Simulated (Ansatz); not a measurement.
## PbO (model cell, started as NiAs type): following an unstable mode

Wanted: the energy along a soft mode of PbO (model cell, started as NiAs type) and the structure at the end.

Main program and level: Ansatz 0.2.0; DFT PBEsol, scalar-relativistic, plane waves, PAW.

Report form: the programs' logs are mostly left out.

The structure was built from a prototype and need not be the compound's stable phase.

**1. Set-up**

The structure is hexagonal, space group P6_3/mmc (No. 194). Conventional cell: a = 3.544 Å, b = 3.544 Å, c = 6.426 Å, α = 90.00°, β = 90.00°, γ = 120.00°. Nearest to Pb lie 6 O at 2.60 Å. Nearest to O lie 6 Pb at 2.60 Å. Farther neighbours and most contacts between anions are not listed.

**2. The dispersion**

The cell comes from relaxations at this level that are not shown. The mesh has a single point along some directions, so zone-edge points there are not solved. Linear response on a 3×3×1 q mesh gives force constants as far as a supercell of that size would.

input.yaml reads:

```yaml
crystal:
  lattice:
    - [3.5435701249, -2.8791e-06, 0.0]
    - [-1.7717825691, 3.0688231878, 0.0]
    - [0.0, 0.0, 6.4262845469]
  atoms:
    - { symbol: Pb, position: [0.0, 0.0, 0.0] }
    - { symbol: Pb, position: [0.0, 0.0, 0.5] }
    - { symbol: O, position: [0.3333333333, 0.6666666667, 0.25] }
    - { symbol: O, position: [0.6666666667, 0.3333333333, 0.75] }
kpoints:
  mp_grid: { grid: [12, 12, 6] }
hamiltonian:
  xc: pbesol
scf:
  occupations: { method: methfessel_paxton, width: 0.15 }
output:
  eigenvalues: true
phonons:
  method: dfpt
  qmesh: [3, 3, 1]
  temperatures: { t_max: 1000, t_step: 50 }
  qpath:
    path:
      - [[0.0, 0.0, 0.0], [0.5, 0.0, 0.0], [0.33333333, 0.33333333, 0.0], [0.0, 0.0, 0.0], [0.0, 0.0, 0.5], [0.5, 0.0, 0.5], [0.33333333, 0.33333333, 0.5], [0.0, 0.0, 0.5]]
      - [[0.5, 0.0, 0.5], [0.5, 0.0, 0.0]]
      - [[0.33333333, 0.33333333, 0.5], [0.33333333, 0.33333333, 0.0]]
    npoints: 10
```

Command:

```
$ ansatz run input.yaml --threads 4 --pin off --max-ram 7168MiB --backend cpu --events-out ev --progress --plain --runs-dir out
```

The job ended after 5.3 min (4 threads of Arm Neoverse V1, shared host; peak memory 3.4 GiB; 21 min of CPU time).

Numbers from this step:

| Quantity | Value |
| --- | --- |
| volume per atom | 17.47 Å³ |
| gap on the k-mesh | 0 eV |
| sum-rule residual before enforcement | 2.64e-5 eV/Å² |
| point group | 6/mmm |
| highest optical mode at the zone centre (no LO-TO term) | 359.2 cm⁻¹ |
| lowest optical zone-centre mode | -187.1 cm⁻¹ |
| lowest mode on the q mesh (acoustic modes at Γ apart) | -187.1 cm⁻¹ |
| highest frequency at a solved wavevector (no LO-TO term at Γ) | 359.2 cm⁻¹ |

Frequencies (cm⁻¹) solved at each irreducible wavevector; negative means imaginary. Frequencies by wavevector, by row:

```
q in reciprocal lattice units  star  mode 1  mode 2  mode 3  mode 4  mode 10  mode 11  mode 12
                        0 0 0     1  -187.1     -39     -39       0    228.6    228.6    359.2
                   0 0.3333 0     6  -120.1   -96.8     -39    17.9    239.8    255.8    317.6
              0.3333 0.3333 0     2  -173.9   -53.5    67.6    67.6    220.1    220.1    313.1
```

Symmetry leaves 3 wavevectors to solve. The lowest mode among them, the acoustic zeros apart, lies at Γ and is imaginary, 187.1i cm⁻¹, so the energy falls along it.

**3. The mode frozen in, largest atomic shift 0 Å**

The mode followed lies at q = (0.333, 0.333, 0) with frequency 173.9i cm⁻¹, one of the unstable modes though not the softest. At small amplitude the distorted cell has space group no. 176 by a symmetry search on the positions. The undistorted cell that holds it gives the zero of energy on the same k mesh.

System of this step: PbO (model cell, started as NiAs type). The structure is hexagonal, space group P6_3/mmc (No. 194). The conventional cell has a = 3.544 Å, b = 3.544 Å, c = 6.426 Å, α = 90.00°, β = 90.00°, γ = 120.00°. Pb has 6 O at 2.60 Å nearest. O has 6 Pb at 2.60 Å nearest. Farther neighbours and most contacts between anions are not listed.

input.yaml reads:

```yaml
crystal:
  lattice:
    - [-5.3153576808, -3.0688174296, 0.0]
    - [-5.315352694, 3.068826067, 0.0]
    - [0.0, 0.0, -6.4262845469]
  atoms:
    - { symbol: Pb, position: [0.0, 0.0, 0.0] }
    - { symbol: Pb, position: [0.6666666667, 0.6666666667, 0.0] }
    - { symbol: Pb, position: [0.3333333333, 0.3333333333, 0.0] }
    - { symbol: Pb, position: [0.0, 0.0, 0.5] }
    - { symbol: Pb, position: [0.6666666667, 0.6666666667, 0.5] }
    - { symbol: Pb, position: [0.3333333333, 0.3333333333, 0.5] }
    - { symbol: O, position: [0.3333333333, 1.0, 0.75] }
    - { symbol: O, position: [0.0, 0.6666666667, 0.75] }
    - { symbol: O, position: [0.6666666667, 0.3333333333, 0.75] }
    - { symbol: O, position: [0.3333333333, 0.6666666667, 0.25] }
    - { symbol: O, position: [1.0, 0.3333333333, 0.25] }
    - { symbol: O, position: [0.6666666667, 1.0, 0.25] }
kpoints:
  mp_grid: { grid: [6, 6, 6] }
hamiltonian:
  xc: pbesol
scf:
  occupations: { method: methfessel_paxton, width: 0.15 }
output:
  forces: true
  stress: true
  eigenvalues: true
```

Elapsed: 6.7 s, on 4 threads; peak memory 0.82 GiB.

Numbers from this step:

```
pressure                         : 0.009745 GPa
energy from the undistorted cell : 0 meV/atom
```

The run ends at a pressure of 0.01 GPa.

**4. The mode frozen in, largest atomic shift 0.32 Å**

The atoms are moved along the unstable eigenvector, the largest shift by 0.32 Å, with the cell fixed.

input.yaml reads:

```yaml
crystal:
  lattice:
    - [-5.3153576808, -3.0688174296, 0.0]
    - [-5.315352694, 3.068826067, 0.0]
    - [0.0, 0.0, -6.4262845469]
  atoms:
    - { symbol: Pb, position: [0.0, -3.2e-08, 0.0023382014] }
    - { symbol: Pb, position: [0.6666666667, 0.6666666986, -0.0023381732] }
    - { symbol: Pb, position: [0.3333333333, 0.3333333333, -2.82e-08] }
    - { symbol: Pb, position: [0.0, -3.2e-08, 0.4976617986] }
    - { symbol: Pb, position: [0.6666666667, 0.6666666986, 0.5023381732] }
    - { symbol: Pb, position: [0.3333333333, 0.3333333333, 0.5000000282] }
    - { symbol: O, position: [0.3935362716, 0.9698990761, 0.75] }
    - { symbol: O, position: [-0.030099832, 0.6365646554, 0.75] }
    - { symbol: O, position: [0.6365657443, 0.3935351766, 0.75] }
    - { symbol: O, position: [0.2731303951, 0.696768681, 0.25] }
    - { symbol: O, position: [1.0301031078, 0.2731314901, 0.25] }
    - { symbol: O, position: [0.696767589, 1.0301009209, 0.25] }
kpoints:
  mp_grid: { grid: [6, 6, 6] }
hamiltonian:
  xc: pbesol
scf:
  occupations: { method: methfessel_paxton, width: 0.15 }
output:
  forces: true
  stress: true
  eigenvalues: true
```

Elapsed: 8.1 s, on 4 threads; peak memory 0.85 GiB.

This step gave:

```
pressure                         : 1.343 GPa
energy from the undistorted cell : -18.08 meV/atom
```

The energy, extrapolated to zero smearing, is -18.08 meV/atom against the undistorted cell.

The run ends at a pressure of 1.34 GPa, with forces up to 0.42 eV/Å.

**5. Energy along the mode, all amplitudes (two of the runs are shown above)**

An imaginary frequency means negative curvature, so the energy should fall and then rise again as anharmonic terms take over.

This step gave:

```yaml
depth_at_the_lowest_point_sampled: 18.08 meV/atom
largest_atomic_shift_at_that_point: 0.32 Å
```

Table of energy from the parent by largest atomic shift:

```
largest atomic shift (Å)  energy from the parent (meV/atom)
                   0.000                                  0
                   0.040                             -0.702
                   0.080                              -2.69
                   0.140                              -7.35
                   0.220                              -14.2
                   0.320                              -18.1
                   0.450                              -3.11
                   0.600                               63.3
```

Displacement at unit largest shift by atom:

```
atom  x (Å)  y (Å)  z (Å)  size
 Pb1   0.00   0.00  -0.05  0.05
 Pb2   0.00   0.00   0.05  0.05
 Pb3   0.00   0.00   0.00  0.00
 Pb4   0.00   0.00   0.05  0.05
 Pb5   0.00   0.00  -0.05  0.05
 Pb6   0.00   0.00   0.00  0.00
  O7  -0.50  -0.87   0.00  1.00
  O8   1.00   0.00   0.00  1.00
  O9  -0.50   0.87   0.00  1.00
 O10   0.50   0.87   0.00  1.00
 O11   0.50  -0.87   0.00  1.00
 O12  -1.00   0.00   0.00  1.00
```

The lowest of the steps tried is at 0.32 Å, 18.1 meV/atom below the parent; the bottom of the well need not coincide with a step.

**6. Relaxation from the frozen mode**

Starting from the lowest point found, all atoms and the cell are let go, so that strain and other modes of the same symmetry can join in.

input.yaml, as its differences from that of step 4:

```diff
@@ -28 +28,6 @@
   eigenvalues: true
+relax:
+  adjacent_minimum: "off"
+  f_tol: 0.002
+  max_steps: 120
+  cell: { stress_tol: 0.03 }
```

Wall time 3.3 min (4 threads); peak memory 0.94 GiB.

Relaxation path:

```
step  energy less that of the first step (eV)  largest force component (eV/Å)  pressure (GPa)  volume (Å³)
   1                                   0.0000                          0.4175            1.34       209.65
   2                                   0.3856                          0.9807           -1.92       225.97
   3                                  -0.1408                          0.1959           -1.09       217.10
   4                                  -0.1813                          0.2093            1.02       213.87
   5                                  -0.2337                          0.1925            0.39       216.22
   6                                  -0.3105                          0.0599           -0.15       222.16
   7                                  -0.3243                          0.0346            0.01       224.45
   8                                  -0.3243                          0.0601            0.13       225.56
   9                                  -0.3232                          0.0330           -0.03       226.46
  10                                  -0.3232                          0.0062           -0.04       226.69
  11                                  -0.3235                          0.0021            0.02       226.57
  12                                  -0.3233                          0.0001            0.00       226.63
 13*                                  -0.3820                          0.0017            0.38       226.63
  14                                  -0.3798                          0.0066           -0.04       229.08
  15                                  -0.3793                          0.0047           -0.06       229.35
  16                                  -0.3791                          0.0036           -0.05       229.46
  17                                  -0.3794                          0.0128            0.01       229.37
  18                                  -0.3794                          0.0061           -0.01       229.38
  19                                  -0.3794                          0.0013           -0.01       229.41
 20*                                  -0.3860                          0.0014            0.01       229.41
```

Relaxation steps marked * repeat the geometry before them on a plane-wave basis chosen anew for their cell, so energy and pressure can jump there. Relaxation step 2 was tried and not accepted.

Forces are held to the 12 operations that the run works with; a distortion that breaks them can't arise in this run.

```
conventional cell, symmetrised  before  after  change
                         a (Å)   6.138  6.366  +3.7 %
                         b (Å)   6.138  6.366  +3.7 %
                         c (Å)   6.426  6.537  +1.7 %
              volume (Å³/atom)   17.47  19.12  +9.4 %
```

The atoms that moved most (Å, as changes of fractional coordinates times the final cell):

```
atom      dx      dy      dz  length
 O12  -0.646   0.422   0.000   0.772
  O9   0.043   0.770   0.000   0.772
 O10   0.689   0.348   0.000   0.772
  O8   0.646  -0.422   0.000   0.772
  O7  -0.689  -0.348   0.000   0.772
 O11  -0.043  -0.770   0.000   0.772
 Pb5   0.000   0.000  -0.101   0.101
 Pb2   0.000   0.000   0.101   0.101
```

The relaxed structure:

```cif
data_structure
_symmetry_space_group_name_H-M 'P 1'
_symmetry_Int_Tables_number 1
_cell_length_a 6.3657
_cell_length_b 6.3657
_cell_length_c 6.5372
_cell_angle_alpha 90.000
_cell_angle_beta 90.000
_cell_angle_gamma 60.000
_cell_volume 229.41
loop_
_atom_site_label
_atom_site_type_symbol
_atom_site_fract_x
_atom_site_fract_y
_atom_site_fract_z
_atom_site_occupancy
Pb1 Pb 0.00000 0.00000 0.01781 1
Pb2 Pb 0.66667 0.66667 0.98219 1
Pb3 Pb 0.33333 0.33333 0.00000 1
Pb4 Pb 0.00000 0.00000 0.48219 1
Pb5 Pb 0.66667 0.66667 0.51781 1
Pb6 Pb 0.33333 0.33333 0.50000 1
O7 O 0.51069 0.97765 0.75000 1
O8 O 0.97765 0.51167 0.75000 1
O9 O 0.51167 0.51069 0.75000 1
O10 O 0.15598 0.68902 0.25000 1
O11 O 0.15500 0.15598 0.25000 1
O12 O 0.68902 0.15500 0.25000 1
```

This step gave:

```
pressure          : 0.009486 GPa
volume per atom   : 19.12 Å³
gap on the k-mesh : 0.6751 eV
```

The distorted start has space group P6_3/m; the relaxation ends in P6_3/mmc.

**7. The phases reached**

The phases reached along the modes that were followed are set side by side.

Energies are those of the first relaxation, on the mesh of the frozen mode; space group, volume and gap are those of the last relaxation. Phases, by row:

```
                  mode frozen in  space group  energy from parent (meV/atom)  volume (Å³/atom)  gap on mesh (eV)  lowest zone-centre optical mode (cm⁻¹)  largest shift (Å)
                          parent     P6_3/mmc                              0             17.47                 0                                       –                  –
        q = (0, 0, 0), 187i cm⁻¹       P6_3mc                         -70.11             19.05              0.77                                   -11.2              0.315
q = (0.333, 0.333, 0), 174i cm⁻¹     P6_3/mmc                         -50.25             19.12             0.675                                       –              1.065
```

**8. Summary of results**

| Property | Result |
| --- | --- |
| unstable mode of the parent | q = (0.333, 0.333, 0), 174i cm⁻¹ |
| depth at the lowest point sampled | 18.1 meV/atom |
| largest atomic shift at that point | 0.32 Å |
| space group reached (within 0.01 Å) | P6_3/mmc |
| energy gained over the parent (first relaxation, on the mesh of the frozen mode) | 50.3 meV/atom |
| volume per atom, phase reached | 19.1 Å³ |
| gap on the k-mesh, phase reached | 0.675 eV |

In words: Along this mode the structure falls into P6_3/mmc, 50.3 meV/atom below the parent. At the parent's cell the well is 18.08 meV/atom deep on the steps tried, with its lowest point at a shift of 0.32 Å. Relaxing atoms and cell changes the gain by +32.17 meV/atom against the lowest step (energies at zero smearing). Most of the total comes from this relaxation. The end point has the space group of the parent. The modes of the phase reached were not computed on this path. Of the 2 patterns followed to their end from this parent, this one ends 19.9 meV/atom above the lowest, P6_3mc. Each path keeps the symmetry of its pattern, so a lower phase may lie along a pattern not tried. The q mesh is too sparse to interpolate, so only the solved wavevectors are given. With no gap, or one that is small against the smearing, the frequencies hang on the k mesh and the smearing, most of all near Kohn anomalies. A semilocal functional can close a gap that the real compound would have, so the metallic treatment may be an artefact of the level. Spin-orbit coupling is left out, which can matter for the heavy elements here. The starting cell was built on a prototype and not taken from a measurement, so the phase need not exist.

[Logs are printed without paths, hosts, clocks, repeated set-up lines and the standing remarks that a program may print on its own settings, such as how far it seeks lower states.]

[Hosts, paths, dates, database ids (printed as entryN), source tags and the programs' standing remarks are cut or masked in the printed files.]
